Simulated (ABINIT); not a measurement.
# BaLiF3 (Pm-3m): G0W0 in ABINIT against the exchange cutoff

How does the gap of BaLiF3 (Pm-3m) converge in the exchange cutoff?

Calculated with ABINIT 10.8.3; LDA and many-body steps on it, plane waves.

## (1) Set-up

It takes space group Pm-3m (No. 221, cubic). Conventional cell: a = 3.989 Å, b = 3.989 Å, c = 3.989 Å, α = 90.00°, β = 90.00°, γ = 90.00°. Ba has 12 F at 2.82 Å nearest. Nearest to Li lie 6 F at 1.99 Å. Nearest to F lie 2 Li at 1.99 Å and 4 Ba at 2.82 Å. Farther neighbours and most contacts between anions are not listed.

The cell and positions are those that the Materials Project relaxed with its own functionals (PBE, PBE+U or r2SCAN), kept fixed. Spin-orbit coupling is left out unless a step names it.

## (2) Screening, 2×2×2 mesh, 43 bands, screening to 106.1 eV

This step: ABINIT 10.8.3; RPA screening on LDA, plane waves, norm-conserving pseudopotentials.

The RPA dielectric matrix is built and inverted for each q.

The input, run.abi:

```
acell 3*1.0 Angstrom
rprim 
  3.988581640000 0.000000000000 0.000000000000
  0.000000000000 3.988581640000 0.000000000000
  0.000000000000 0.000000000000 3.988581640000
ntypat 3
znucl 56 3 9
natom 5
typat 1 2 3 3 3
xred 
  0.000000000000 0.000000000000 0.000000000000
  0.500000000000 0.500000000000 0.500000000000
  0.000000000000 0.500000000000 0.500000000000
  0.500000000000 0.500000000000 0.000000000000
  0.500000000000 0.000000000000 0.500000000000
pp_dirpath "pseudos"
pseudos "Ba.upf, Li.upf, F.upf"
ecut 36
ngkpt 2 2 2
nshiftk 1
shiftk 0 0 0
kptopt 1
chksymbreak 0
istwfk *1
occopt 1
irdwfk 1
optdriver 3
nband 43
ecuteps 3.9
inclvkb 2
awtr 1
symchi 1
indata_prefix "in"
outdata_prefix "out"
tmpdata_prefix "tmp"
```

On the command line:

```console
> OMP_NUM_THREADS=1 mpirun -n 4 abinit run.abi > log
```

The log of the run:

```text
.Version 10.8.3 of ABINIT. v10.8.2 released Aug 2026.

 Symmetries : space group Pm -3 m (#221); Bravais cP (primitive cubic)
[... echo of the input left out ...]
== DATASET  1 ==================================================================
-   mpi_nproc: 4, omp_nthreads: 1 (-1 if OMP is not activated)

--- !DatasetInfo
iteration_state: {dtset: 1, }
dimensions: {natom: 5, nkpt: 4, mband: 43, nsppol: 1, nspinor: 1, nspden: 1, mpw: 4468, }
cutoff_energies: {ecut:  36.0, pawecutdg:  -1.0, }
electrons: {nelect:   3.40000000E+01, charge:   0.00000000E+00, occopt:   1.00000000E+00, tsmear:   1.00000000E-02, }

 SCREENING: Calculation of the susceptibility and dielectric matrices

 Based on a program developped by R.W. Godby, V. Olevano, G. Onida, and L. Reining.
 Incorporated in ABINIT by V. Olevano, G.-M. Rignanese, and M. Torrent.
.Using double precision arithmetic ; gwpc =  8

[... cell and pseudopotentials left out ...]
--------------------------------------------------------------------------------

 ==== K-mesh for the wavefunctions ====
 Number of points in the irreducible wedge :     4
[... list of points left out ...]
 Together with 48 symmetry operations and time-reversal symmetry
 yields     8 points in the full Brillouin Zone.

 ==== Q-mesh for the screening function ====
 Number of points in the irreducible wedge :     4
[... list of points left out ...]
 Together with 48 symmetry operations and time-reversal symmetry
 yields     8 points in the full Brillouin Zone.

 setmesh: FFT mesh size selected  =    27x   27x   27
          total number of points  =        19683

 vcoul_init : cutoff-mode = AUXILIARY_FUNCTION
 q-points for optical limit:   1
     1)      0.000010    0.000020    0.000030

- screening: taking advantage of time-reversal symmetry
- Maximum band index for partially occupied states nbvw = 17
- Remaining bands to be divided among processors   nbcw = 26
- Number of bands treated by each node ~6

 Number of electrons calculated from density =   34.0000; Expected =   34.0000
 average of density, n =  0.079401
 r_s =    1.4433
 omega_plasma =   27.1812 [eV]

 calculating chi0 at frequencies [eV] :
  1    0.000000E+00    0.000000E+00
  2    0.000000E+00    2.718123E+01

--------------------------------------------------------------------------------
  q-point number  1        q = ( 0.000000, 0.000000, 0.000000) [r.l.u.]
--------------------------------------------------------------------------------
[... chi0 elements left out ...]
 For q-point:  0.000010 0.000020 0.000030
  dielectric constant =   2.6396
  dielectric constant without local fields =   2.8390

  Average fulfillment of the sum rule on Im[epsilon] for q-point    1 :     28.00  [%]
[... wings left out ...]
  q-point number  2        q = ( 0.500000, 0.000000, 0.000000) [r.l.u.]
--------------------------------------------------------------------------------
[... chi0 elements left out ...]
  Average fulfillment of the sum rule on Im[epsilon] for q-point    2 :     38.94  [%]

 [... 2 further q-points ...]
```

Wall time 5.1 s (4 MPI ranks of Arm Neoverse V1, shared host); peak memory 0.47 GiB; 20 s of CPU time.

Numbers from this step:

* ε∞ with local fields, on this mesh, along the program's q direction: 2.640
* the same without local fields: 2.839
* plasma frequency: 27.18 eV
* plane waves in the screening matrix: 171

Local fields lower ε∞ by 7 %. On a Γ-centred mesh this coarse the value itself is usually too large, while a short band sum pulls it down.

## (3) 3.6 Ha

This step: G0W0 on LDA, plane waves, norm-conserving pseudopotentials.

run.abi: that of step 2 with these lines changed.

```diff
@@ -26,8 +26,15 @@
 irdwfk 1
-optdriver 3
+optdriver 4
 nband 43
+gwcalctyp 0
+ecutsigx 3.6
+symsigma 1
+nkptgw 1
+kptgw 
+  0.0000000000 0.0000000000 0.0000000000
+bdgw 
+  15 19
 ecuteps 3.9
-inclvkb 2
-awtr 1
-symchi 1
+irdscr 1
+ppmodel 1
 indata_prefix "in"
```

The log of the run:

```text
.Version 10.8.3 of ABINIT. v10.8.2 released Aug 2026.

 Symmetries : space group Pm -3 m (#221); Bravais cP (primitive cubic)
[... echo of the input left out ...]
== DATASET  1 ==================================================================
-   mpi_nproc: 4, omp_nthreads: 1 (-1 if OMP is not activated)

--- !DatasetInfo
iteration_state: {dtset: 1, }
dimensions: {natom: 5, nkpt: 4, mband: 43, nsppol: 1, nspinor: 1, nspden: 1, mpw: 4468, }
cutoff_energies: {ecut:  36.0, pawecutdg:  -1.0, }
electrons: {nelect:   3.40000000E+01, charge:   0.00000000E+00, occopt:   1.00000000E+00, tsmear:   1.00000000E-02, }

 SIGMA: Calculation of the GW corrections

 Based on a program developped by R.W. Godby, V. Olevano, G. Onida, and L. Reining.
 Incorporated in ABINIT by V. Olevano, G.-M. Rignanese, and M. Torrent.
.Using double precision arithmetic ; gwpc =  8

[... cell and pseudopotentials left out ...]
--------------------------------------------------------------------------------

 ==== K-mesh for the wavefunctions ====
 Number of points in the irreducible wedge :     4
[... list of points left out ...]
 Together with 48 symmetry operations and time-reversal symmetry
 yields     8 points in the full Brillouin Zone.

 ==== Q-mesh for screening function ====
 Number of points in the irreducible wedge :     4
[... list of points left out ...]
 Together with 48 symmetry operations and time-reversal symmetry
 yields     8 points in the full Brillouin Zone.

 vcoul_init : cutoff-mode = AUXILIARY_FUNCTION
 q-points for optical limit:   1
     1)      0.000010    0.000020    0.000030
 setmesh: FFT mesh size selected  =    27x   27x   27
          total number of points  =        19683

 Number of electrons calculated from density =   34.0000; Expected =   34.0000
 average of density, n =  0.079401
 r_s =    1.4433
 omega_plasma =   27.1812 [eV]

 === KS Band Gaps ===
  >>>> For spin  1
   Minimum direct gap =   6.5504 [eV], located at k-point      :   0.0000  0.0000  0.0000
   Fundamental gap    =   6.5504 [eV], Top of valence bands at :   0.0000  0.0000  0.0000
                                       Bottom of conduction at :   0.0000  0.0000  0.0000
 SIGMA fundamental parameters:
 PLASMON POLE MODEL  1
 number of plane-waves for SigmaX                  147
 number of plane-waves for SigmaC and W            147
 number of plane-waves for wavefunctions          4385
 number of bands                                    43
 number of independent spin polarizations            1
 number of spinorial components                      1
 number of k-points in IBZ                           4
 number of q-points in IBZ                           4
 number of symmetry operations                      48
 number of k-points in BZ                            8
 number of q-points in BZ                            8
 number of frequencies for dSigma/dE                 9
 frequency step for dSigma/dE [eV]                0.25
 number of omega for Sigma on real axis              0
 max omega for Sigma on real axis  [eV]           0.00
 zcut for avoiding poles [eV]                     0.10

 EPSILON^-1 parameters (SCR file):
 dimension of the eps^-1 matrix on file            171
 dimension of the eps^-1 matrix used               147
 number of plane-waves for wavefunctions          4385
 number of bands                                    43
 number of q-points in IBZ                           4
 number of frequencies                               2
 number of real frequencies                          1
 number of imag frequencies                          1

 matrix elements of self-energy operator (all in [eV])

 Perturbative Calculation

--- !SelfEnergy_ee
iteration_state: {dtset: 1, }
kpoint     : [   0.000,    0.000,    0.000, ]
spin       : 1
KS_gap     :    6.550
QP_gap     :    7.105
Delta_QP_KS:    0.555
data: !SigmaeeData |
     Band     E0 <VxcDFT>   SigX SigC(E0)      Z dSigC/dE  Sig(E)    E-E0       E
       15   1.789 -22.500 -25.535   5.403   0.804  -0.244 -20.597   1.902   3.692
       16   1.789 -22.500 -25.535   5.403   0.804  -0.244 -20.597   1.902   3.692
       17   1.789 -22.500 -25.535   5.403   0.804  -0.244 -20.597   1.902   3.692
       18   8.340 -10.222  -4.671  -2.763   0.881  -0.135  -7.765   2.457  10.797
       19   8.340 -10.222  -4.671  -2.763   0.881  -0.135  -7.765   2.457  10.797

== END DATASET(S) ==============================================================
================================================================================

 -outvars: echo values of variables after computation  --------
           etotal      0.0000000000E+00
            nband          43
             nkpt           4
          spgroup         221
 [... the other variables as echoed above ...]

 Calculation completed.
```

It took 3.3 s on 4 MPI ranks; peak memory 0.42 GiB.

This step gave:

* G0W0 gap on the points computed: 7.105 eV
* starting gap on the mesh: 6.550 eV
* k of the valence top: 0, 0, 0
* k of the conduction bottom: 0, 0, 0
* Z at the valence top: 0.804
* Z at the conduction bottom: 0.881
* least direct G0W0 gap on the computed points: 7.105 eV

## (4) 7.2 Ha

run.abi: that of step 3 with these lines changed.

```diff
@@ -29,3 +29,3 @@
 gwcalctyp 0
-ecutsigx 3.6
+ecutsigx 7.2
 symsigma 1
```

The log of the run:

```text
.Version 10.8.3 of ABINIT. v10.8.2 released Aug 2026.

 Symmetries : space group Pm -3 m (#221); Bravais cP (primitive cubic)
[... echo of the input left out ...]
== DATASET  1 ==================================================================
-   mpi_nproc: 4, omp_nthreads: 1 (-1 if OMP is not activated)

--- !DatasetInfo
iteration_state: {dtset: 1, }
dimensions: {natom: 5, nkpt: 4, mband: 43, nsppol: 1, nspinor: 1, nspden: 1, mpw: 4468, }
cutoff_energies: {ecut:  36.0, pawecutdg:  -1.0, }
electrons: {nelect:   3.40000000E+01, charge:   0.00000000E+00, occopt:   1.00000000E+00, tsmear:   1.00000000E-02, }

 SIGMA: Calculation of the GW corrections

 Based on a program developped by R.W. Godby, V. Olevano, G. Onida, and L. Reining.
 Incorporated in ABINIT by V. Olevano, G.-M. Rignanese, and M. Torrent.
.Using double precision arithmetic ; gwpc =  8

[... cell and pseudopotentials left out ...]
--------------------------------------------------------------------------------

 ==== K-mesh for the wavefunctions ====
 Number of points in the irreducible wedge :     4
[... list of points left out ...]
 Together with 48 symmetry operations and time-reversal symmetry
 yields     8 points in the full Brillouin Zone.

 ==== Q-mesh for screening function ====
 Number of points in the irreducible wedge :     4
[... list of points left out ...]
 Together with 48 symmetry operations and time-reversal symmetry
 yields     8 points in the full Brillouin Zone.

 vcoul_init : cutoff-mode = AUXILIARY_FUNCTION
 q-points for optical limit:   1
     1)      0.000010    0.000020    0.000030
 setmesh: FFT mesh size selected  =    30x   30x   30
          total number of points  =        27000

 Number of electrons calculated from density =   34.0000; Expected =   34.0000
[...]
number of q-points in IBZ                           4
 number of symmetry operations                      48
 number of k-points in BZ                            8
 number of q-points in BZ                            8
 number of frequencies for dSigma/dE                 9
 frequency step for dSigma/dE [eV]                0.25
 number of omega for Sigma on real axis              0
 max omega for Sigma on real axis  [eV]           0.00
 zcut for avoiding poles [eV]                     0.10

 EPSILON^-1 parameters (SCR file):
 dimension of the eps^-1 matrix on file            171
 dimension of the eps^-1 matrix used               171
 number of plane-waves for wavefunctions          4385
 number of bands                                    43
 number of q-points in IBZ                           4
 number of frequencies                               2
 number of real frequencies                          1
 number of imag frequencies                          1

 matrix elements of self-energy operator (all in [eV])

 Perturbative Calculation

--- !SelfEnergy_ee
iteration_state: {dtset: 1, }
kpoint     : [   0.000,    0.000,    0.000, ]
spin       : 1
KS_gap     :    6.550
QP_gap     :    8.830
Delta_QP_KS:    2.279
data: !SigmaeeData |
     Band     E0 <VxcDFT>   SigX SigC(E0)      Z dSigC/dE  Sig(E)    E-E0       E
       15   1.789 -22.500 -28.032   5.502   0.801  -0.249 -22.524  -0.024   1.765
       16   1.789 -22.500 -28.032   5.502   0.801  -0.249 -22.524  -0.024   1.765
       17   1.789 -22.500 -28.032   5.502   0.801  -0.249 -22.524  -0.024   1.765
       18   8.340 -10.222  -4.906  -2.756   0.881  -0.135  -7.967   2.255  10.595
       19   8.340 -10.222  -4.906  -2.756   0.881  -0.135  -7.967   2.255  10.595

== END DATASET(S) ==============================================================
================================================================================

 -outvars: echo values of variables after computation  --------
           etotal      0.0000000000E+00
            nband          43
             nkpt           4
          spgroup         221
 [... the other variables as echoed above ...]

 Calculation completed.
```

Run time: 3.4 s. Hardware: 4 MPI ranks; peak memory 0.44 GiB; 13 s of CPU time.

This step gave:

```
G0W0 gap on the points computed              : 8.83 eV
starting gap on the mesh                     : 6.550 eV
k of the valence top                         : 0, 0, 0
k of the conduction bottom                   : 0, 0, 0
Z at the valence top                         : 0.801
Z at the conduction bottom                   : 0.881
least direct G0W0 gap on the computed points : 8.83 eV
```

(Continued in part 2 of 2.)

[Paths, hosts, dates, memory and timing lines, banners, echoed tables and standing remarks are left out of the program output.]

[Logs are printed without paths, hosts, clocks, repeated set-up lines and the standing remarks that a program may print on its own settings, such as how far it seeks lower states.]

[Runs of the session that timed out or met a known fault of the program may be left out.]

[No measured gap is set beside runs whose start may be inverted or whose files or cutoffs have a known fault.]

[Hosts, paths, dates, database ids (printed as entryN), source tags and the programs' standing remarks are cut or masked in the printed files.]

[G0W0 gaps are taken among the corrected bands and points alone; a level outside them can change the order at an edge.]

[Where Ansatz stands beside ABINIT at settings called matched, ABINIT's density can come from a denser mesh and the files from another edition; pairs whose starting gaps differed by over 0.03 eV were left out, so agreement reads better than it is.]
